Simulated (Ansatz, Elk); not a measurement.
## HfTc3: X-ray structure factors from the self-consistent density

The structure of HfTc3 used here is made up (a known structure type with other elements) and was relaxed beforehand with r2SCAN. The aim is the Fourier transform of its all-electron density, F(hkl), set beside the sum over free spherical atoms that refinements use.

Main program and level: Elk 11.2.3 (patched build); DFT, PBE, all-electron APW+lo, Dirac cores, scalar-relativistic bands, static density, no spin.

This account leaves out most program logs.

The structure was built from a prototype and need not be the compound's stable phase.

## Step 1: The starting structure

It takes space group P-6m2 (No. 187, hexagonal). The conventional cell has a = 2.890 Å, b = 2.890 Å, c = 8.761 Å, α = 90.00°, β = 90.00°, γ = 120.00°. Hf has 6 Tc at 2.89 Å and 6 Hf at 2.89 Å nearest. Tc has 9 Tc at 2.62 to 2.89 Å and 3 Hf at 2.89 Å nearest. Nearest to Tc lie 12 Tc at 2.62 to 2.89 Å. Farther neighbours are not listed.

## Step 2: Ground state and structure factors

An all-electron density is needed, since X-rays see the cores too. Task 0 finds the density and task 195 Fourier-transforms it; tshift is off so that phases refer to the origin typed.

Contents of elk.in:

```
tasks
  0
  195

xctype
  20

spinpol
  .false.

rgkmax
  7.0

gmaxvr
  14.0

lmaxo
  7

lmaxapw
  8

swidth
  0.002

tshift
  .false.

ramdisk
  .false.

hmaxvr
  5.5

maxscl
  120

epspot
  1e-06

sppath
  './'

avec
  5.46201094735 0.00000000000 0.00000000000
  -2.73100547368 4.73024023616 0.00000000000
  0.00000000000 0.00000000000 16.55501306901

atoms
  2
  'Hf.in'
  1
  0.0000000000 -0.0000000000 0.5000000000   0.000000 0.000000 0.000000
  'Tc.in'
  3
  0.3333333333 0.6666666667 0.2312846507   0.000000 0.000000 0.000000
  0.3333333333 0.6666666667 0.7687153493   0.000000 0.000000 0.000000
  0.0000000000 -0.0000000000 -0.0000000000   0.000000 0.000000 0.000000

ngridk
  9 9 3
```

The run is started by

```sh
$ OMP_NUM_THREADS=4 elk
```

Elapsed: 45 s, on 4 threads of Arm Neoverse V1, shared host; peak memory 0.18 GiB; 2.5 min of CPU time.

SFACRHO.OUT:

```text

h k l indices transformed by vhmat matrix:
   1.000000000       0.000000000       0.000000000    
   0.000000000       1.000000000       0.000000000    
   0.000000000       0.000000000       1.000000000    

      h      k      l  multipl.   |H|            Re(F)            Im(F)           |F|

      0      0      0      1   0.0000000       201.00000      0.11087578E-16   201.00000    
      0      0     -1      2  0.37953370      -18.862199     -0.59538607E-14   18.862199    
      0      0      2      2  0.75906739       30.085621      0.24253221E-16   30.085621    
      0      0     -3      2   1.1386011      -51.749963     -0.11883289E-13   51.749963    
     -1      1      0      3   1.3283015       60.713413       58.824388       84.536543    
      1     -1      0      3   1.3283015       60.713413      -58.824388       84.536543    
      0     -1      1      6   1.3814596      -30.608552       6.7538467       31.344822    
     -1      0     -1      6   1.3814596      -30.608552      -6.7538467       31.344822    
      0      0      4      2   1.5181348       148.47857     -0.56402113E-13   148.47857    
      0     -1     -2      6   1.5298916       122.21800      -54.275361       133.72754    
      1     -1      2      6   1.5298916       122.21800       54.275361       133.72754    
     -1      0      3      6   1.7495135      -15.179662       18.387559       23.843751    
      1      0      3      6   1.7495135      -15.179662      -18.387559       23.843751    
      0      0      5      2   1.8976685       7.5180676      0.10976706E-12   7.5180676    
      1      0      4      6   2.0172055       56.912610       44.588602       72.299298    
     -1      0     -4      6   2.0172055       56.912610      -44.588602       72.299298    
      0      0     -6      2   2.2772022       36.951779      0.83184073E-13   36.951779    
      1     -2      0      6   2.3006857       132.64473     -0.34300888E-07   132.64473
```

Elk indexes on the primitive cell of elk.in and gives |H| = 4π sin θ/λ in inverse bohr. Below, one row stands for each form hkl of the conventional cell (m members, Friedel mates merged), F is for one primitive cell and the density is static (no thermal factor). Free-atom factors are Waasmaier and Kirfel's, and R is Σm||F|−|F'||/Σm|F|.

| hkl | m | sin θ/λ (Å⁻¹) | abs F, DFT | neutral atoms | diff. | abs of complex diff. |
| --- | --- | --- | --- | --- | --- | --- |
| 001 | 2 | 0.057 | 18.862 | 18.970 | -0.107 | 0.107 |
| 002 | 2 | 0.114 | 30.086 | 30.248 | -0.162 | 0.162 |
| 003 | 2 | 0.171 | 51.750 | 51.862 | -0.112 | 0.112 |
| 100 | 6 | 0.200 | 84.537 | 84.636 | -0.099 | 0.164 |
| 101 | 12 | 0.208 | 31.345 | 31.482 | -0.137 | 0.141 |
| 004 | 2 | 0.228 | 148.479 | 149.316 | -0.837 | 0.837 |
| 102 | 12 | 0.230 | 133.728 | 134.284 | -0.557 | 0.560 |
| 103 | 12 | 0.263 | 23.844 | 23.856 | -0.013 | 0.040 |
| 005 | 2 | 0.285 | 7.518 | 7.695 | -0.177 | 0.177 |
| 104 | 12 | 0.303 | 72.299 | 72.453 | -0.154 | 0.159 |
| 006 | 2 | 0.342 | 36.952 | 37.002 | -0.050 | 0.050 |
| 110 | 6 | 0.346 | 132.645 | 132.668 | -0.023 | 0.023 |
| 105 | 12 | 0.348 | 46.701 | 46.760 | -0.059 | 0.065 |
| 111 | 12 | 0.351 | 17.341 | 17.399 | -0.058 | 0.058 |
| 112 | 12 | 0.364 | 24.741 | 24.850 | -0.109 | 0.109 |
| 113 | 12 | 0.386 | 40.521 | 40.598 | -0.077 | 0.077 |
| 106 | 12 | 0.396 | 98.431 | 98.404 | +0.027 | 0.049 |
| 200 | 6 | 0.400 | 64.724 | 64.726 | -0.002 | 0.120 |
| 007 | 2 | 0.400 | 59.345 | 59.503 | -0.157 | 0.157 |
| 201 | 12 | 0.404 | 25.729 | 25.832 | -0.103 | 0.104 |
| 114 | 12 | 0.414 | 115.838 | 115.694 | +0.144 | 0.144 |
| 202 | 12 | 0.415 | 104.303 | 104.198 | +0.104 | 0.120 |

## Step 3: The highest occupied states alone

An energy window below the Fermi level keeps the highest occupied states, to see at which angles they scatter; shallow core shells can lie inside it and anion s states outside. No new self-consistency is needed.

Edit elk.in of step 2 so:

```diff
@@ -1,3 +1,2 @@
 tasks
-  0
   195
@@ -40,2 +39,5 @@
 
+wsfac
+  0.061070 0.728560
+
 sppath
```

The run is started by

```sh
$ OMP_NUM_THREADS=4 elk
```

It took 8.4 s on 4 threads; peak memory 0.16 GiB; 12 s of CPU time.

States within 10 eV below the Fermi level hold 25.00 electrons; any levels below the window count with the cores. Their amplitudes can exceed the total, where window and core parts have opposite phase:

| hkl | sin θ/λ (Å⁻¹) | abs F, window | abs F, all |
| --- | --- | --- | --- |
| 001 | 0.057 | 4.428 | 18.862 |
| 002 | 0.114 | 2.510 | 30.086 |
| 003 | 0.171 | 0.322 | 51.750 |
| 100 | 0.200 | 3.345 | 84.537 |
| 101 | 0.208 | 1.369 | 31.345 |
| 004 | 0.228 | 3.417 | 148.479 |
| 102 | 0.230 | 3.303 | 133.728 |
| 103 | 0.263 | 1.196 | 23.844 |
| 005 | 0.285 | 1.199 | 7.518 |
| 104 | 0.303 | 0.781 | 72.299 |

## Step 4: Another functional

The difference from free atoms is small, so it is set against the change that LDA (Perdew-Wang) makes.

Edit elk.in of step 3 so:

```diff
@@ -1,2 +1,3 @@
 tasks
+  0
   195
@@ -4,3 +5,3 @@
 xctype
-  20
+  3
 
@@ -39,5 +40,2 @@
 
-wsfac
-  0.061070 0.728560
-
 sppath
```

The run is started by

```sh
$ OMP_NUM_THREADS=4 elk
```

Run time: 25 s. Hardware: 4 threads; peak memory 0.16 GiB; 82 s of CPU time.

Against the first run R = 0.02 %; the largest change is -0.034 at 110.

## Step 5: Basis size

The basis and the expansions that go with it are enlarged, to see whether the differences are converged.

Edit elk.in of step 4 so:

```diff
@@ -5,3 +5,3 @@
 xctype
-  3
+  20
 
@@ -11,12 +11,12 @@
 rgkmax
-  7.0
+  8.5
 
 gmaxvr
-  14.0
+  18.0
 
 lmaxo
-  7
+  9
 
 lmaxapw
-  8
+  10
```

The run is started by

```sh
$ OMP_NUM_THREADS=4 elk
```

The job ended after 94 s (4 threads; peak memory 0.31 GiB; 5.1 min of CPU time).

Against the first run R = 0.01 %; the largest change is -0.024 at 114.

## Step 6: Basis size

A smaller basis shows how fast F responds to it; the change is likely larger than the basis error of the first run, but doesn't show convergence.

Edit elk.in of step 5 so:

```diff
@@ -11,12 +11,12 @@
 rgkmax
-  8.5
+  5.5
 
 gmaxvr
-  18.0
+  14.0
 
 lmaxo
-  9
+  7
 
 lmaxapw
-  10
+  8
```

The run is started by

```sh
$ OMP_NUM_THREADS=4 elk
```

The job ended after 41 s (4 threads; peak memory 0.18 GiB; 2.2 min of CPU time).

Against the first run R = 0.03 %; the largest change is +0.196 at 110.

## Step 7: Settings against the effect

| run | R against the first run (%) | R against neutral atoms, low angle (%) | wall time |
| --- | --- | --- | --- |
| PBE, rgkmax 7 | 0.00 | 0.36 | 45 s |
| LDA (Perdew-Wang) | 0.02 | 0.36 | 25 s |
| rgkmax 8.5 with larger expansions | 0.01 | 0.36 | 94 s |
| rgkmax 5.5 | 0.03 | 0.39 | 41 s |

## Step 8: Summary of results

| Item | Value |
| --- | --- |
| R against neutral atoms, sin θ/λ < 0.3 Å⁻¹ | 0.36 % |
| R against neutral atoms, 0.3 to 0.82 Å⁻¹ | 0.16 % |

What this shows: Independent neutral atoms miss the calculated amplitudes by R = 0.36 % below 0.3 Å⁻¹ and 0.16 % from there to 0.82 Å⁻¹; by shells, 0.55 % below 0.15 Å⁻¹ (2 forms), 0.36 % 0.15 to 0.3 (7 forms), 0.17 % 0.3 to 0.45 (16 forms), 0.16 % above 0.45 (73 forms). Bonding, aspherical density and the tables' own atoms all enter these figures, and the runs don't part them. The largest change of an amplitude is -0.84 electrons, at 004. R counts amplitudes alone; phases shift too. The window's part falls from 25.0 electrons at the origin to at most 0.27 between 0.45 and 0.82 Å⁻¹. Below 0.3 Å⁻¹ the changes that finished (LDA (Perdew-Wang), rgkmax 8.5 with larger expansions and rgkmax 5.5) move F by R = 0.06 % at most, against the 0.36 % that separates it from free atoms. The k-mesh has no finished test. Spin-orbit coupling is left out, which can matter for elements this heavy. Part of the difference isn't bonding: the tables are fits to free atoms and ions calculated by other methods than this functional. Thermal motion, anomalous dispersion and extinction are left out.

[Logs are printed without paths, hosts, clocks, repeated set-up lines and the standing remarks that a program may print on its own settings, such as how far it seeks lower states.]

[Hosts, paths, dates, database ids (printed as entryN), source tags and the programs' standing remarks are cut or masked in the printed files.]
